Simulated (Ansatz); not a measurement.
**A convergence test on Ga2O3 (R-3c): k mesh of the density**

Aim: see how gap, energy and time of Ga2O3 (R-3c) follow the k mesh of the density.

Method: DFT, PBE, plane waves, PAW, in Ansatz 0.2.0.

This is a report of a sequence of runs, with most program output left out.

## 1. Starting point

It takes space group R-3c (No. 167, trigonal). Conventional cell: a = 4.997 Å, b = 4.997 Å, c = 13.451 Å, α = 90.00°, β = 90.00°, γ = 120.00°. Nearest to Ga lie 6 O at 1.93 to 2.08 Å. Nearest to O lie 4 Ga at 1.93 to 2.08 Å. Farther neighbours and most contacts between anions are not listed.

The cell and positions are those that the Materials Project relaxed with its own functionals (PBE, PBE+U or r2SCAN), kept fixed. This is not the form that Ga2O3 usually takes at ambient conditions. The default PAW set here is soft_2. Its files were made with PBE.

## 2. k mesh of the density: 2×2×2

input.yaml reads:

```yaml
crystal:
  lattice:
    - [2.4986991939, 1.4426246522, 4.4835497685]
    - [-2.4986991939, 1.4426246522, 4.4835497685]
    - [0.0, -2.8852493044, 4.4835497685]
  atoms:
    - { symbol: Ga, position: [0.85558558, 0.85558558, 0.85558558] }
    - { symbol: Ga, position: [0.64441442, 0.64441442, 0.64441442] }
    - { symbol: Ga, position: [0.14441442, 0.14441442, 0.14441442] }
    - { symbol: Ga, position: [0.35558558, 0.35558558, 0.35558558] }
    - { symbol: O, position: [0.75, 0.44683282, 0.05316718] }
    - { symbol: O, position: [0.44683282, 0.05316718, 0.75] }
    - { symbol: O, position: [0.05316718, 0.75, 0.44683282] }
    - { symbol: O, position: [0.25, 0.55316718, 0.94683282] }
    - { symbol: O, position: [0.94683282, 0.25, 0.55316718] }
    - { symbol: O, position: [0.55316718, 0.94683282, 0.25] }
kpoints:
  mp_grid: { grid: [2, 2, 2] }
  band_path:
    path:
      - [0.0, 0.0, 0.0]
      - [0.5, 0.5, 0.5]
      - [0.76431389, 0.23568611, 0.5]
      - [0.5, -0.23568611, 0.23568611]
      - [0.5, 0.0, 0.0]
      - [0.36784305, -0.36784305, 0.0]
      - [0.63215695, 0.0, 0.36784305]
      - [0.5, 0.0, 0.5]
      - [0.0, 0.1666666667, -0.1666666667]
    npoints: 1
hamiltonian:
  xc: pbe
scf:
  occupations: { method: fixed }
  n_extra_bands: 7
output:
  eigenvalues: true
  forces: true
  stress: true
  write_density: true
  write_potential: true
  elf: true
  volumetric_format: npy
```

The run is started by

```
$ ansatz run input.yaml --threads 3 --pin off --max-ram 92160MiB --backend cuda --events-out ev --progress --plain --runs-dir out --devices 1 --max-vram 13GiB  # rebuilt from the run's record
```

Wall time 2.5 s (1 × NVIDIA H100 80GB HBM3 (shared by 6 runs) with 3 threads of AMD EPYC 7R13 (Zen 3), shared host); peak memory 0.94 GiB; 3.1 s of CPU time.

This step gave:

```
pressure             : 7.607 GPa
gap                  : 2.779 eV
valence top at       : k = (0.000, 0.167, -0.167)
conduction bottom at : Γ
least direct gap     : 3.031 eV
```

The gap is indirect, with the least direct gap 0.25 eV higher.

## 3. k mesh of the density: 4×4×4

Edit input.yaml of step 2 so:

```diff
@@ -17,3 +17,3 @@
 kpoints:
-  mp_grid: { grid: [2, 2, 2] }
+  mp_grid: { grid: [4, 4, 4] }
   band_path:
@@ -39,5 +39 @@
   stress: true
-  write_density: true
-  write_potential: true
-  elf: true
-  volumetric_format: npy
```

Wall time 3.2 s (1 × NVIDIA H100 80GB HBM3 (shared by 6 runs) with 3 threads); peak memory 0.93 GiB; 4 s of CPU time.

This step gave:

| Item | Value |
| --- | --- |
| pressure | 7.981 GPa |
| gap | 2.788 eV |
| valence top at | k = (0.000, 0.167, -0.167) |
| conduction bottom at | Γ |
| least direct gap | 3.039 eV |

The gap is 2.788 eV, +0.009 eV from the run before at this level.

## 4. k mesh of the density: 6×6×6 (the default)

input.yaml, the sections that differ from step 3:

```yaml
kpoints:
  mp_grid: { grid: [6, 6, 6] }
  band_path:
    path:
      - [[0.0, 0.0, 0.0], [0.5, 0.5, 0.5], [0.76431389, 0.23568611, 0.5]]
      - [[0.5, -0.23568611, 0.23568611], [0.5, 0.0, 0.0], [0.0, 0.0, 0.0], [0.36784305, -0.36784305, 0.0]]
      - [[0.63215695, 0.0, 0.36784305], [0.5, 0.0, 0.5], [0.0, 0.0, 0.0]]
    npoints: 10
scf:
  occupations: { method: fermi_dirac, width: 0.02 }
  n_extra_bands: 7
output:
  eigenvalues: true
  forces: true
  stress: true
  write_density: true
  write_potential: true
  elf: true
  volumetric_format: npy
# crystal, hamiltonian: as in step 3
```

Elapsed: 6.1 s, on 1 × NVIDIA H100 80GB HBM3 (shared by 6 runs) with 3 threads; peak memory 0.96 GiB.

This step gave:

| Property | Result |
| --- | --- |
| pressure | 7.992 GPa |
| gap | 2.788 eV |
| valence top at | k = (0.000, 0.167, -0.167) |
| conduction bottom at | Γ |
| least direct gap | 3.040 eV |

The gap is 2.788 eV, as in the run before at this level.

## 5. k mesh of the density: 8×8×8

input.yaml, the sections that differ from step 4:

```yaml
kpoints:
  mp_grid: { grid: [8, 8, 8] }
  band_path:
    path:
      - [0.0, 0.0, 0.0]
      - [0.5, 0.5, 0.5]
      - [0.76431389, 0.23568611, 0.5]
      - [0.5, -0.23568611, 0.23568611]
      - [0.5, 0.0, 0.0]
      - [0.36784305, -0.36784305, 0.0]
      - [0.63215695, 0.0, 0.36784305]
      - [0.5, 0.0, 0.5]
      - [0.0, 0.1666666667, -0.1666666667]
    npoints: 1
scf:
  occupations: { method: fixed }
  n_extra_bands: 7
output:
  eigenvalues: true
  forces: true
  stress: true
# crystal, hamiltonian: as in step 4
```

Run time: 6.9 s. Hardware: 1 × NVIDIA H100 80GB HBM3 (shared by 6 runs) with 3 threads; peak memory 0.94 GiB; 8.5 s of CPU time.

Numbers from this step:

| Quantity | Value |
| --- | --- |
| pressure | 7.994 GPa |
| gap | 2.788 eV |
| valence top at | k = (0.000, 0.167, -0.167) |
| conduction bottom at | Γ |
| least direct gap | 3.039 eV |

The gap is 2.788 eV, as in the run before at this level.

## 6. The series

Differences are against the last row; a negative gap means that bands overlap, and a run with a band path holds that path's time. Times are wall times on 1 × NVIDIA H100 80GB HBM3 (shared by 6 runs) with 3 threads of AMD EPYC 7R13 (Zen 3), shared host, good to a factor of about two.

```tsv
k mesh of the density	gap (eV)	direct gap (eV)	gap error (eV)	energy error (meV/atom)	irreducible k	time
2×2×2	2.779	3.031	−0.009	+11.1	4	2.5 s
4×4×4	2.788	3.039	−0.0002	+0.1	13	3.2 s
6×6×6	2.788	3.040	+0.000	+0.0	32	6.1 s
8×8×8	2.788	3.039	+0.000	+0.0	65	6.9 s
```

## 7. Summary of results

| Quantity | Value |
| --- | --- |
| 2×2×2 | 2.779 eV |
| 4×4×4 | 2.788 eV |
| 6×6×6 | 2.788 eV |
| 8×8×8 | 2.788 eV |

The gap holds to 0.02 eV from 2×2×2 on, the cheapest setting tried. At 2×2×2 the gap is off by −0.009 eV and the energy by +11 meV/atom. The gap is read over the mesh and added points near the edges, so meshes differ mainly through the density and, for a hybrid, the exchange operator.

[Paths, hosts, dates, memory and timing lines, banners, echoed tables and standing remarks are left out of the program output.]

[Logs are printed without paths, hosts, clocks, repeated set-up lines and the standing remarks that a program may print on its own settings, such as how far it seeks lower states.]

[Runs of the session that timed out or met a known fault of the program may be left out.]

[Cells called generated may have been cut or substituted from an entry of the Crystallography Open Database or the Materials Project.]

[Hosts, paths, dates, database ids (printed as entryN), source tags and the programs' standing remarks are cut or masked in the printed files.]
